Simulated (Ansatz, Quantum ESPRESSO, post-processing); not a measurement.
# The basal face of Y: relaxation and work function, part 3 of 3

How much does the work function of Y(0001) depend on the functional?

Quantum ESPRESSO 7.5; plane-wave DFT, PBE, GBRV ultrasoft pseudopotentials; geometry and cross-check by Ansatz 0.2.0 with PAW datasets.

So far. Step 2 (Geometry from Ansatz of (0001)): The relaxation lowers the energy by 3 meV an atom. Held were the atoms numbered 3 and 4; the forces quoted are those on the free ones.

### 4. Electrostatic potential of (0001) (continued)

The potential energy, planar mean oscillates, so the rows of the table below give means over windows of 2.87 Å about each position, cut where the curve ends. Its maxima inside the range that stand out by 2 % of the span (Å: eV): 9.4: 0.595, 12.2: 0.751, 15.2: 0.807, 18.1: 0.751, 20.9: 0.596. Its minima: 8.1: -20.4, 10.9: -19.8, 13.7: -20.1, 16.6: -20.1, 19.4: -19.8, 22.2: -20.4.

Electrostatic potential energy of an electron; zero at the Fermi level. Table of potential energy, planar mean by z; means over each step:

z (Å), potential energy, planar mean (eV) and a bar from the least value:
```
     1.44        3.3 ##############################
     4.30        3.2 ##############################
     7.17       -6.3 ####
    10.04       -7.6 
    12.91       -7.4 #
    15.78       -7.4 #
    18.65       -7.3 #
    21.52       -7.8 
    24.39        1.6 #########################
    27.26        3.3 ##############################
    30.13        3.3 ##############################
```

### 5. SCF with pw.x of (0001), PBEsol

The same atoms under a second functional.

Level of this step: plane-wave DFT, PBEsol, GBRV ultrasoft pseudopotentials (Quantum ESPRESSO 7.5).

0001.pbesol.in

```
&control
  prefix = '0001.pbesol'
  outdir = './out'
  pseudo_dir = './pseudo'
  calculation = 'scf'
  tprnfor = .true.
/
&system
  ibrav = 0
  nat = 6
  ntyp = 1
  ecutwfc = 40
  ecutrho = 200
  occupations = 'smearing'
  smearing = 'mv'
  degauss = 0.02
/
&electrons
  conv_thr = 1e-07
  mixing_beta = 0.4
  electron_maxstep = 120
  mixing_mode = 'local-TF'
/
ATOMIC_SPECIES
  Y   88.9058  y_pbesol_v1.4.uspp.F.UPF
CELL_PARAMETERS angstrom
  3.64999999999238 0.00000000000000 0.00000000000000
  1.82499999999619 3.16099272380660 0.00000000000000
  0.00000000000000 0.00000000000000 30.33537500000000
ATOMIC_POSITIONS crystal
  Y   0.666666666667 0.666666666667 0.266540196292
  Y   0.000000000000 -0.000000000000 0.357994591207
  Y   0.666666666667 0.666666666667 0.452743702700
  Y   0.000000000000 0.000000000000 0.547256297300
  Y   0.666666666667 0.666666666667 0.642005442375
  Y   -0.000000000000 0.000000000000 0.733459877738
K_POINTS automatic
  12 12 1 0 0 0
```

Launch:

```
$ OMP_NUM_THREADS=1 mpirun -n 4 pw.x -nk 4 -in 0001.pbesol.in > 0001.pbesol.out
```

Log:

```text
[banner, memory and clock lines left out]
Program PWSCF v.7.5 starts
[...]
Message from routine setup:
[...]
number of electrons       =        66.00
     number of Kohn-Sham states=           40
     kinetic-energy cutoff     =      40.0000  Ry
     charge density cutoff     =     200.0000  Ry
[...]
number of k points=    19  Marzari-Vanderbilt smearing, width (Ry)=  0.0200
[...]
Dense  grid:   112807 G-vectors     FFT dimensions: (  36,  36, 270)
[...]
negative rho (up, down):  3.497E-04 0.000E+00
     Starting wfcs are   78 randomized atomic wfcs
[...]
negative rho (up, down):  3.585E-07 0.000E+00
[...]
estimated scf accuracy    <       2.94767464 Ry
[...]
estimated scf accuracy    <       1.48101628 Ry
[...]
estimated scf accuracy    <       0.09967950 Ry
[...]
estimated scf accuracy    <       0.46705631 Ry
[...]
estimated scf accuracy    <       1.04397580 Ry
[...]
estimated scf accuracy    <       0.93021055 Ry
[...]
estimated scf accuracy    <       0.57312296 Ry
[...]
estimated scf accuracy    <       0.25907560 Ry
[...]
estimated scf accuracy    <       0.15578418 Ry
[...]
negative rho (up, down):  3.114E-03 0.000E+00
[...]
estimated scf accuracy    <       0.10173154 Ry
[...]
estimated scf accuracy    <       0.13947721 Ry
[...]
negative rho (up, down):  5.062E-03 0.000E+00
[...]
estimated scf accuracy    <       0.00282416 Ry
[...]
negative rho (up, down):  4.698E-04 0.000E+00
[...]
estimated scf accuracy    <       0.00258272 Ry
[...]
negative rho (up, down):  5.066E-04 0.000E+00
[...]
estimated scf accuracy    <       0.00125220 Ry
[...]
negative rho (up, down):  2.739E-04 0.000E+00
[...]
estimated scf accuracy    <       0.00115228 Ry
[...]
negative rho (up, down):  1.559E-04 0.000E+00
[...]
estimated scf accuracy    <       0.00005075 Ry
[...]
negative rho (up, down):  1.780E-04 0.000E+00
[...]
estimated scf accuracy    <       0.00006311 Ry
[...]
negative rho (up, down):  1.588E-04 0.000E+00
[...]
estimated scf accuracy    <       0.00000378 Ry
[...]
negative rho (up, down):  1.942E-04 0.000E+00
[...]
estimated scf accuracy    <       0.00000057 Ry
[...]
negative rho (up, down):  1.921E-04 0.000E+00
[...]
the Fermi energy is     3.9674 ev
!    total energy              =    -555.81715377 Ry
     estimated scf accuracy    <       0.00000002 Ry
     smearing contrib. (-TS)   =      -0.00533153 Ry
     internal energy E=F+TS    =    -555.81182224 Ry
[...]
one-electron contribution =   -2615.68748860 Ry
     hartree contribution      =    1310.44467622 Ry
     xc contribution           =    -162.76099857 Ry
     ewald contribution        =     912.19198871 Ry
     convergence has been achieved in  20 iterations
     negative rho (up, down):  1.921E-04 0.000E+00
[...]
Total force =     0.008571     Total SCF correction =     0.000382
[...]
```

It took 74 s on 4 MPI ranks of Arm Neoverse V2, shared host; peak memory 0.71 GiB.

Read from the output:

| Property | Result |
| --- | --- |
| free energy | -7562.2776 eV |
| Fermi energy | 3.967 eV |

### 6. Electrostatic potential of (0001)

0001.pbesol.pot.in

```
&inputpp
  prefix = '0001.pbesol'
  outdir = './out'
  filplot = '0001.pbesol.pot.dat'
  plot_num = 11
/
```

Launch:

```
$ OMP_NUM_THREADS=1 mpirun -n 4 pp.x -in 0001.pbesol.pot.in > 0001.pbesol.pot.out
```

Wall time 0.88 s (4 MPI ranks); peak memory 0.12 GiB.

Read from the output:

```
work function of the upper face                                       : 3.338 eV
slope of the potential above                                          : 0.002372 eV/Å
upper vacuum line continued to the top atoms, over the Fermi level    : 3.326 eV
work function of the lower face                                       : 3.339 eV
slope of the potential below                                          : -0.001556 eV/Å
lower vacuum line continued to the bottom atoms, over the Fermi level : 3.330 eV
```

On (0001) the work function under PBEsol lies +0.05 eV from PBE's.

### 7. The series side by side

All levels:

| level | work function (eV) | Ansatz, PBE (eV) | CPU time (s) |
| --- | --- | --- | --- |
| (0001), PBE | 3.285 | 3.354 | 346.4 |
| (0001), PBEsol | 3.338 | - | 295.8 |

### 8. By hand

For (0001) under PBE, on the run's own zero: φ = 7.340 − (4.054) = 3.286 eV.

### 9. Results

| Quantity | Value |
| --- | --- |
| work function of (0001), PBE | 3.29 eV |
| work function of (0001), PBEsol | 3.34 eV |

In words: Under PBE the work function is 3.29 eV on (0001). PBEsol lies +0.05 eV from PBE on the same atoms. The top two spacings change by -3.2 and +0.3 % on (0001). Ansatz, with Fermi-Dirac smearing and its own datasets, agrees within 0.07 eV under PBE. The slabs are thin and unreconstructed, at the tabulated lattice constant; thickness and mesh leave some 0.05 to 0.1 eV open.

Calculation against experiment:

| quantity | measured | (0001), PBE |
| --- | --- | --- |
| work function, loosely compared (polycrystalline sample, no single face) (eV) | 3.1 | 3.29 (+0.19 eV) |

Measured values from arxiv:1902.07811 (2019).

How well it matches: The work function, set beside that of the polycrystal, is off by +0.19 eV. A polycrystal averages over faces, so this is a loose comparison.

[Logs are printed without paths, hosts, clocks, repeated set-up lines and the standing remarks that a program may print on its own settings, such as how far it seeks lower states.]

[Hosts, paths, dates, database ids (printed as entryN), source tags and the programs' standing remarks are cut or masked in the printed files.]

[Maps of the electrostatic potential energy from Ansatz leave out the sawtooth potential of an applied field or a dipole correction, so their vacuum need not be flat; planar profiles and work functions include it.]
